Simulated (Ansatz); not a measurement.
# Lattice dynamics of NbRu3C (Pm-3m), part 2 of 2

Task: relax NbRu3C (Pm-3m), then find its harmonic phonons.

Ansatz 0.2.0; DFT PBEsol, scalar-relativistic, plane waves, PAW; PAW set soft_1.

So far. Step 4 (Relaxing to small forces for the phonons): The forces vanish by symmetry and the pressure is 0.000 GPa, within the tolerances set. The cell now holds 12.89 Å³/atom. Step 5 (Zone-centre response): Before it was imposed, the acoustic sum rule was missed by 3.4e-5 eV/Å². Small misses are needed for a sound result but don't prove that mesh and cutoff are converged. The lowest optical mode is real, 70.5 cm⁻¹. The relaxed cell has a = 4.009 Å (conventional setting).

### 6. The dispersion

Stability and thermal properties need the whole zone. Linear response on a 2×2×2 q mesh gives force constants as far as a supercell of that size would.

File input.yaml:

```yaml
crystal:
  lattice:
    - [4.0090600133, 0.0, 0.0]
    - [0.0, 4.0090600133, 0.0]
    - [0.0, 0.0, 4.0090600133]
  atoms:
    - { symbol: Nb, position: [0.0, 0.0, 0.0] }
    - { symbol: Ru, position: [0.0, 0.5, 0.5] }
    - { symbol: Ru, position: [0.5, 0.0, 0.5] }
    - { symbol: Ru, position: [0.5, 0.5, 0.0] }
    - { symbol: C, position: [0.5, 0.5, 0.5] }
kpoints:
  mp_grid: { grid: [12, 12, 12] }
hamiltonian:
  xc: pbesol
  pseudopotentials: { kind: paw, azcp: { folder: soft_1 }, xc_functional: pbe }
scf:
  occupations: { method: methfessel_paxton, width: 0.2 }
output:
  eigenvalues: true
phonons:
  method: dfpt
  qmesh: [2, 2, 2]
  temperatures: { t_max: 1000, t_step: 50 }
  qpath:
    path:
      - [[0.0, 0.0, 0.0], [0.0, 0.5, 0.0], [0.5, 0.5, 0.0], [0.0, 0.0, 0.0], [0.5, 0.5, 0.5], [0.0, 0.5, 0.0]]
      - [[0.5, 0.5, 0.5], [0.5, 0.5, 0.0]]
    npoints: 10
```

Command:

```sh
> ansatz run input.yaml --threads 4 --pin off --max-ram 10240MiB --backend cpu --events-out ev --progress --plain --runs-dir out
```

Numbers of over 12 decimals in the logs are rounded to 6 here.

Output:

```text
[...]
Crystal: 5 atoms, lattice volume = 64.436 Å³
Basis set: ecut = 420 eV, 1237 PW (Γ), exchange–correlation on 54×54×54 points (8 copies of the dense FFT grid, shifted against one another)
Bands: 39, of which v1, the nominal top of the filled ones, is band 33 counted from 1 (32 counted from 0)
Symmetry: 48 space group operations
k-points: 84 of 1728
[...]
SCF iter   1: F=—  HF=-22197.418463 eV  |F-HF|=—  |Δ(HF+E_count)|=         —  Δρ=1.85e-1  dr2=3.02e1  ethr=3.10e-3  ⟨swp⟩=5.0  Hψ=10833  notcnv=0
[...]
SCF iter  11: F=-22192.104101 eV  HF=-22192.104101 eV  |F-HF|=7.28e-12  |Δ(HF+E_count)|=  1.46e-11  S|Δr|=    0.00e0  Δρ=7.17e-8  dr2=2.46e-12  ethr=1.00e-12  ⟨swp⟩=6.2  Hψ=13760  notcnv=0
SCF 1 converged in 11 iterations: F = -22192.104101 eV  dr2 = 2.46e-12
[...]
phonons: the bands overlap, so this run is a metal and interpolates without the dipole-dipole term. If the crystal is really an insulator or semiconductor, its LO-TO splitting is missing
NSCF: frozen V_eff on 84 k-points
[...]
DFPT response loops at q = (0, 0, 0) (fractional): preconditioner auto → Kerker (q_TF=auto, 2.732 Å⁻¹) (partly filled bands, converged f_vac=0.000); β = 1.00, the filter's whole step (`scf.mixing.beta` (0.50) is not read by the response loops under this deck's `scf.mixing.preconditioner`; to damp them name `kerker` or `kerker_dos`, under which they read `scf.mixing.beta`, and type it under 1.00, their step now; both keys bind the ground state too); Broyden in place of MSR1
[...]
SCF converged after 11 iterations
[...]
Free energy (F): -22192.104101 eV
[...]
Internal energy: -22192.102814 eV  (E = F + TS)
E sigma→0 (E₀):  -22192.103779 eV
Entropy (-TS):   -0.001286 eV (-0.257 meV/atom)
Fermi energy:    21.499911 eV
[...]
--- Band table (eV; the first three rows and the last of 84) ---
  k-point 0: bands = [... 29 lower, 20.0306, 20.0306, 22.1682, 22.2019, 22.2019, 22.2019, 23.4446, 23.4446, ... 2 higher]
  k-point 1: bands = [... 29 lower, 20.0396, 20.2796, 22.0912, 22.2021, 22.2116, 22.2116, 23.3955, 23.4302, ... 2 higher]
  k-point 2: bands = [... 29 lower, 20.0623, 20.4963, 21.8595, 22.2028, 22.2424, 22.2424, 23.2700, 23.3410, ... 2 higher]
  k-point 83: bands = [... 29 lower, 21.6699, 21.6699, 21.6699, 21.9482, 21.9482, 21.9482, 22.7418, 22.7418, ... 2 higher]
--- Phonons (Γ-DFPT): 4 representative perturbations + reference (Σ response iterations 14) ---
  ASR residual: 3.360e-5 → 0.000e0 eV/Å²; symmetrization residual: 3.889e-6 eV/Å²
  ASR residual per site (eV/Å²): 1.20e-5 2.09e-5 2.09e-5 2.09e-5 3.36e-5
[...]
--- Phonons (arbitrary-q DFPT): 4 irreducible q on the 2×2×2 mesh ---
  q = [0.0000, 0.0000, 0.0000] (star 1, of the zone-centre solve; hermiticity 4.00e-7, symmetrization 1.10e-12): -0.00 0.00 0.00 70.51 70.51 70.51 94.83 94.83 94.83 140.09 140.09 140.09 568.45 568.45 568.45
  q = [0.0000, 0.0000, -0.5000] (star 3, 9 solved perturbations in 2646 linear systems a pass and spin channel, the states on 343 of 1728 k-point pairs; hermiticity 2.89e-7, symmetrization 8.82e-12): 70.51 70.51 115.77 115.77 136.77 136.77 137.23 153.17 153.17 155.74 189.28 244.32 551.97 551.97 743.28
[...]
sum rule: each row above includes the acoustic sum rule's correction from the zone centre's row sums; it moved no ω² by more than (0.87 cm⁻¹)²
  mesh force constants: q→R imaginary residual 5.26e-18; ASR residual 3.360e-5 → 0.000e0 eV/Å²; symmetrization residual 1.776e-14 eV/Å²
  interpolated dispersion: 62 rows × 15 modes
  density of states and harmonic sums: on the 16×16×16 q-mesh, interpolated from the force constants of a 2×2×2 supercell (no non-analytic term)
  largest difference from the sums on the solved wave vectors: F 1.77e-2 eV, S 4.99e-5 and C_V 3.22e-5 eV/K
  zero-point energy: 0.224401 eV/cell   skipped modes (ω ≤ 0): 3   left out of the sums: 4.88e-5 of the cell's modes: C_V's classical limit lies that fraction below 3 k_B per atom; for a crystal, a wire or a layer, F and S can be off by more, and a phonons.interpolated_qmesh denser along its periods is the remedy for the sampling
```

The job ended after 11 min (4 threads of Arm Neoverse V1, shared host; peak memory 2.3 GiB; 44 min of CPU time).

Numbers from this step:

* sum-rule residual before enforcement: 3.36e-5 eV/Å²
* lowest frequency on the path: 0 cm⁻¹
* highest frequency on the path or at a solved wavevector: 763.9 cm⁻¹
* mean frequency: 241.3 cm⁻¹
* Debye temperature (second moment): 597 K
* logarithmic mean frequency: 179.2 cm⁻¹
* lowest mode on the q mesh (acoustic modes at Γ apart): 51.98 cm⁻¹
* zero-point energy per atom: 44.88 meV
* heat capacity at 300 K: 21.50 J/(mol atoms K)
* vibrational entropy at 300 K: 30.77 J/(mol atoms K)
* edges of the widest gap between branches, on path and mesh: 340.7, 514.5 cm⁻¹

Frequencies (cm⁻¹) solved at each irreducible wavevector; negative means imaginary. Frequencies by wavevector, by row:

| q in reciprocal lattice units | star | mode 1 | mode 2 | mode 3 | mode 4 | mode 13 | mode 14 | mode 15 |
| --- | --- | --- | --- | --- | --- | --- | --- | --- |
| 0 0 0 | 1 | 0 | 0 | 0 | 70.5 | 568.5 | 568.5 | 568.5 |
| 0 0 -0.5 | 3 | 70.5 | 70.5 | 115.8 | 115.8 | 552 | 552 | 743.3 |
| 0 -0.5 -0.5 | 3 | 75 | 75 | 77.9 | 117 | 514.5 | 744.1 | 744.1 |
| -0.5 -0.5 -0.5 | 1 | 52 | 52 | 52 | 87.9 | 763.9 | 763.9 | 763.9 |

Interpolated from a 2×2×2 q mesh, rough between the solved points. Phonon branches along the path, in cm⁻¹:

| point | branch 1 | branch 2 | branch 3 | branch 4 | branch 12 | branch 13 | branch 14 | branch 15 |
| --- | --- | --- | --- | --- | --- | --- | --- | --- |
| Γ | 0 | 0 | 0 | 70 | 140 | 568 | 568 | 568 |
| halfway | 68 | 68 | 86 | 86 | 205 | 560 | 560 | 657 |
| X | 70 | 70 | 116 | 116 | 244 | 552 | 552 | 743 |
| halfway | 81 | 101 | 102 | 113 | 284 | 534 | 651 | 744 |
| M | 75 | 75 | 78 | 117 | 317 | 514 | 744 | 744 |
| halfway | 91 | 96 | 102 | 105 | 247 | 547 | 654 | 654 |
| Γ | 0 | 0 | 0 | 70 | 140 | 568 | 568 | 568 |
| halfway | 98 | 100 | 100 | 104 | 276 | 650 | 650 | 652 |
| R | 52 | 52 | 52 | 88 | 341 | 764 | 764 | 764 |
| halfway | 93 | 94 | 95 | 98 | 305 | 647 | 648 | 749 |
| X | 70 | 70 | 116 | 116 | 244 | 552 | 552 | 743 |
| jump to R | 52 | 52 | 52 | 88 | 341 | 764 | 764 | 764 |
| halfway | 70 | 70 | 83 | 90 | 327 | 645 | 754 | 754 |
| M | 75 | 75 | 78 | 117 | 317 | 514 | 744 | 744 |

Tetrahedra on a 16×16×16 mesh, mean over bins of 10 cm-1. Interpolated from a 2×2×2 q mesh, rough between the solved points. The phonon density of states by wavenumber; read off at these points:

| wavenumber (cm⁻¹) | phonon density of states (1/cm⁻¹/cell) |
| --- | --- |
| 5 | 1.0e-5 |
| 35 | 6.3e-4 |
| 55 | 0.00373 |
| 85 | 0.114 |
| 105 | 0.140 |
| 135 | 0.0786 |
| 145 | 0.145 |
| 165 | 0.0334 |
| 185 | 0.0276 |
| 205 | 0.0420 |
| 215 | 0.0341 |
| 245 | 0.00708 |
| 265 | 0.00799 |
| 295 | 0.00979 |
| 315 | 0.0109 |
| 345 | 1.0e-5 |
| 375 | 0 |
| 395 | 0 |
| 425 | 0 |
| 455 | 0 |
| 475 | 0 |
| 505 | 0 |
| 525 | 0.00342 |
| 555 | 0.0190 |
| 585 | 0.0130 |
| 605 | 0.0107 |
| 635 | 0.009 |
| 665 | 0.00923 |
| 685 | 0.0111 |
| 715 | 0.0125 |
| 735 | 0.0219 |
| 745 | 0.0274 |
| 765 | 6.5e-4 |

The partial phonon density of states has structure finer than the step of the table below, so its rows give means over 25 cm⁻¹, whole bins alone (the curve runs from -10 to 794 cm⁻¹). Peaks (cm⁻¹: height): C 561.3: 0.0180, 622.0: 0.0170, 662.4: 0.0246, 702.9: 0.0245, 743.3: 0.0253; Nb 141.7: 0.104; Ru 101.2: 0.130, 207.4: 0.0376.

Phonopy on the run's constants, 15x15x15 mesh, Gaussian sigma 5.7 cm-1. Interpolated from a 2×2×2 q mesh, rough between the solved points. The partial phonon density of states by wavenumber; means over each step; values in 1/cm⁻¹/cell:

```csv
wavenumber (cm⁻¹),C,Nb,Ru
25,1.0e-5,7.9e-5,2.9e-4
50,3.7e-5,3.5e-4,0.00364
75,7.5e-5,0.00100,0.0569
100,2.8e-4,0.00309,0.122
125,5.1e-4,0.0297,0.0557
150,0.00197,0.0730,0.0190
175,0.00190,0.00960,0.0176
200,0.00104,0.00277,0.0310
225,2.9e-4,5.9e-5,0.0147
250,2.0e-4,1.4e-5,0.00691
275,2.1e-4,2.9e-5,0.00808
300,1.6e-4,1.9e-5,0.00996
325,5.9e-5,3.5e-6,0.00663
350,1.8e-6,0,5.6e-4
375,0,0,0
400,0,0,0
425,0,0,0
450,0,0,0
475,0,0,0
500,1.1e-4,0,2.2e-5
525,0.00339,0,6.0e-4
550,0.0123,1.5e-6,0.00187
575,0.0146,1.3e-5,0.00179
600,0.00837,8.2e-6,7.2e-4
625,0.0113,2.0e-5,7.1e-4
650,0.00896,1.7e-5,2.9e-4
675,0.00697,1.4e-5,2.2e-4
700,0.0149,3.0e-5,2.2e-4
725,0.0155,3.3e-5,8.1e-5
750,0.0162,3.1e-5,3.3e-5
775,6.9e-4,2.2e-7,2.2e-7
```

Harmonic thermodynamic functions per atom, from the density of states. Interpolated from a 2×2×2 q mesh, rough between the solved points. Thermodynamic functions, by row:

| T (K) | F_vib (meV/atom) | S (J/mol-atom/K) | C_V (J/mol-atom/K) |
| --- | --- | --- | --- |
| 0 | 44.88 | 0 | 0 |
| 50 | 44.47 | 3.071 | 7.286 |
| 100 | 40.89 | 10.71 | 14.44 |
| 200 | 23.27 | 22.49 | 19.27 |
| 300 | -4.55 | 30.77 | 21.5 |
| 400 | -39.87 | 37.14 | 22.71 |
| 500 | -81.12 | 42.29 | 23.4 |
| 600 | -127.2 | 46.6 | 23.83 |
| 700 | -177.5 | 50.29 | 24.1 |
| 800 | -231.3 | 53.52 | 24.29 |
| 900 | -288.3 | 56.39 | 24.42 |
| 1000 | -348.1 | 58.97 | 24.51 |

Harmonic mean-square displacement, third of the trace. Interpolated from a 2×2×2 q mesh, rough between the solved points. Mean square displacements, by row:

```
T (K)  Nb1 U_eq (Å²)  Ru2 U_eq (Å²)  Ru3 U_eq (Å²)  Ru4 U_eq (Å²)  C5 U_eq (Å²)
    0        0.00128        0.00141        0.00141        0.00141       0.00254
  100        0.00171        0.00228        0.00228        0.00228       0.00269
  300        0.00406        0.00586        0.00586        0.00586       0.00373
  600         0.0079        0.01152        0.01152        0.01152       0.00603
```

Symmetry leaves 4 wavevectors to solve. The lowest mode among them, the acoustic zeros apart, lies at q = (-0.5, -0.5, -0.5) and is real, 52.0 cm⁻¹.

### 7. Another isotope, element C, natural mass 12.011 amu

An isotope changes the mass and not the force constants, so no new electronic calculation is needed; the shifts show which modes move this element.

The same force constants with the mass of C changed from 12.011 to 13.003 u (phonopy, no LO-TO term). Both lists are sorted by frequency; levels can cross, so a row need not hold one and the same mode. Modes under 3 cm⁻¹ are left out. Isotope shifts, by row, the first 40 of 57 rows:

| q | rank | natural mass (cm⁻¹) | changed mass (cm⁻¹) |
| --- | --- | --- | --- |
| 0 0 0 | 4 | 70.51 | 70.51 |
| 0 0 0 | 5 | 70.51 | 70.51 |
| 0 0 0 | 6 | 70.51 | 70.51 |
| 0 0 0 | 7 | 94.83 | 94.62 |
| 0 0 0 | 8 | 94.83 | 94.62 |
| 0 0 0 | 9 | 94.83 | 94.62 |
| 0 0 0 | 10 | 140.1 | 139.8 |
| 0 0 0 | 11 | 140.1 | 139.8 |
| 0 0 0 | 12 | 140.1 | 139.8 |
| 0 0 0 | 13 | 568.5 | 549.4 |
| 0 0 0 | 14 | 568.5 | 549.4 |
| 0 0 0 | 15 | 568.5 | 549.4 |
| 0 0 -0.5 | 1 | 70.51 | 70.51 |
| 0 0 -0.5 | 2 | 70.51 | 70.51 |
| 0 0 -0.5 | 3 | 115.8 | 115.7 |
| 0 0 -0.5 | 4 | 115.8 | 115.7 |
| 0 0 -0.5 | 5 | 136.8 | 136.8 |
| 0 0 -0.5 | 6 | 136.8 | 136.8 |
| 0 0 -0.5 | 7 | 137.2 | 137.2 |
| 0 0 -0.5 | 8 | 153.2 | 152.4 |
| 0 0 -0.5 | 9 | 153.2 | 152.4 |
| 0 0 -0.5 | 10 | 155.7 | 155.7 |
| 0 0 -0.5 | 11 | 189.3 | 189.3 |
| 0 0 -0.5 | 12 | 244.3 | 244.3 |
| 0 0 -0.5 | 13 | 552 | 533.6 |
| 0 0 -0.5 | 14 | 552 | 533.6 |
| 0 0 -0.5 | 15 | 743.3 | 714.4 |
| 0 -0.5 -0.5 | 1 | 74.97 | 74.96 |
| 0 -0.5 -0.5 | 2 | 74.97 | 74.96 |
| 0 -0.5 -0.5 | 3 | 77.9 | 77.9 |
| 0 -0.5 -0.5 | 4 | 117 | 117 |
| 0 -0.5 -0.5 | 5 | 124.5 | 124.5 |
| 0 -0.5 -0.5 | 6 | 124.5 | 124.5 |
| 0 -0.5 -0.5 | 7 | 150.1 | 150.1 |
| 0 -0.5 -0.5 | 8 | 150.1 | 150.1 |
| 0 -0.5 -0.5 | 9 | 156.7 | 156.7 |
| 0 -0.5 -0.5 | 10 | 166.6 | 165.4 |
| 0 -0.5 -0.5 | 11 | 209.6 | 209.6 |
| 0 -0.5 -0.5 | 12 | 317.1 | 317.1 |
| 0 -0.5 -0.5 | 13 | 514.5 | 498 |

A mode of this element alone would shift by -3.89 %. The highest zone-centre frequency without the field goes from 568.5 to 549.4 cm⁻¹ (-3.4 %). The product of the frequency ratios over all optical modes at Γ is 0.891; the product rule, (m/m′)^(3k/2) (M′/M)^(3/2) with k = 1 such atoms and M the mass of the cell, gives 0.891.

### 8. Another isotope, element Ru, natural mass 101.07 amu

The same for Ru, from 101.07 to 103.91 u.

The same force constants with the mass of Ru changed from 101.070 to 103.905 u (phonopy, no LO-TO term). Both lists are sorted by frequency; levels can cross, so a row need not hold one and the same mode. Modes under 3 cm⁻¹ are left out. Isotope shifts, by row, the first 40 of 57 rows:

```
          q  rank  natural mass (cm⁻¹)  changed mass (cm⁻¹)
      0 0 0     4                70.51                69.55
      0 0 0     5                70.51                69.55
      0 0 0     6                70.51                69.55
      0 0 0     7                94.83                93.84
      0 0 0     8                94.83                93.84
      0 0 0     9                94.83                93.84
      0 0 0    10                140.1                139.4
      0 0 0    11                140.1                139.4
      0 0 0    12                140.1                139.4
      0 0 0    13                568.5                567.4
      0 0 0    14                568.5                567.4
      0 0 0    15                568.5                567.4
   0 0 -0.5     1                70.51                69.56
   0 0 -0.5     2                70.51                69.56
   0 0 -0.5     3                115.8                114.2
   0 0 -0.5     4                115.8                114.2
   0 0 -0.5     5                136.8                135.3
   0 0 -0.5     6                136.8                136.7
   0 0 -0.5     7                137.2                136.7
   0 0 -0.5     8                153.2                151.3
   0 0 -0.5     9                153.2                151.3
   0 0 -0.5    10                155.7                153.6
   0 0 -0.5    11                189.3                189.3
   0 0 -0.5    12                244.3                  241
   0 0 -0.5    13                  552                550.9
   0 0 -0.5    14                  552                550.9
   0 0 -0.5    15                743.3                743.3
0 -0.5 -0.5     1                74.97                73.96
0 -0.5 -0.5     2                74.97                73.96
0 -0.5 -0.5     3                 77.9                76.83
0 -0.5 -0.5     4                  117                115.4
0 -0.5 -0.5     5                124.5                122.8
0 -0.5 -0.5     6                124.5                122.8
0 -0.5 -0.5     7                150.1                  150
0 -0.5 -0.5     8                150.1                  150
0 -0.5 -0.5     9                156.7                156.7
0 -0.5 -0.5    10                166.6                164.7
0 -0.5 -0.5    11                209.6                206.7
0 -0.5 -0.5    12                317.1                312.8
0 -0.5 -0.5    13                514.5                513.3
```

A mode of this element alone would shift by -1.37 %. The highest zone-centre frequency without the field goes from 568.5 to 567.4 cm⁻¹ (-0.2 %). The product of the frequency ratios over all optical modes at Γ is 0.911; the product rule, (m/m′)^(3k/2) (M′/M)^(3/2) with k = 3 such atoms and M the mass of the cell, gives 0.911.

### 9. Summary of results

```json
{"space group after relaxation (within 0.01 Å)": "Pm-3m", "volume per atom": "12.9 Å³", "electronic character": "no gap on this mesh", "highest optical mode at the zone centre (no LO-TO term)": "568 cm⁻¹", "lowest optical zone-centre mode": "70.5 cm⁻¹", "lowest mode on the q mesh (acoustic modes at Γ apart)": "52.0 cm⁻¹", "highest frequency on the path or at a solved wavevector": "764 cm⁻¹", "zero-point energy per atom": "44.9 meV", "heat capacity at 300 K": "21.5 J/(mol atoms K)", "vibrational entropy at 300 K": "30.8 J/(mol atoms K)", "Debye temperature (second moment)": "597 K", "imaginary modes on the 2×2×2 q mesh": "none"}
```

**Reading.** The structure is a minimum as far as tested: no mode is imaginary at the 4 irreducible wavevectors of the 2×2×2 mesh, and the softest away from the acoustic zeros lies at 52 cm⁻¹. The optical modes at Γ span 71 to 568 cm⁻¹. The highest mode in this list at Γ, 568.5 cm⁻¹, is mostly motion of C (87 % of the kinetic energy). On the path and the mesh, the widest gap between branches runs from 341 to 514 cm⁻¹. The q mesh stands for a supercell only 8.0 Å across, so branches between the solved wavevectors are rough. With no gap, or one that is small against the smearing, the frequencies hang on the k mesh and the smearing, most of all near Kohn anomalies. The phonon runs are without spin polarisation, although the cell has an odd electron count. The PAW files were made for PBE and serve the other functionals too. These are harmonic frequencies at zero temperature: anharmonic shifts, linewidths and thermal expansion are left out.

[Logs are printed without paths, hosts, clocks, repeated set-up lines and the standing remarks that a program may print on its own settings, such as how far it seeks lower states.]

[Hosts, paths, dates, database ids (printed as entryN), source tags and the programs' standing remarks are cut or masked in the printed files.]
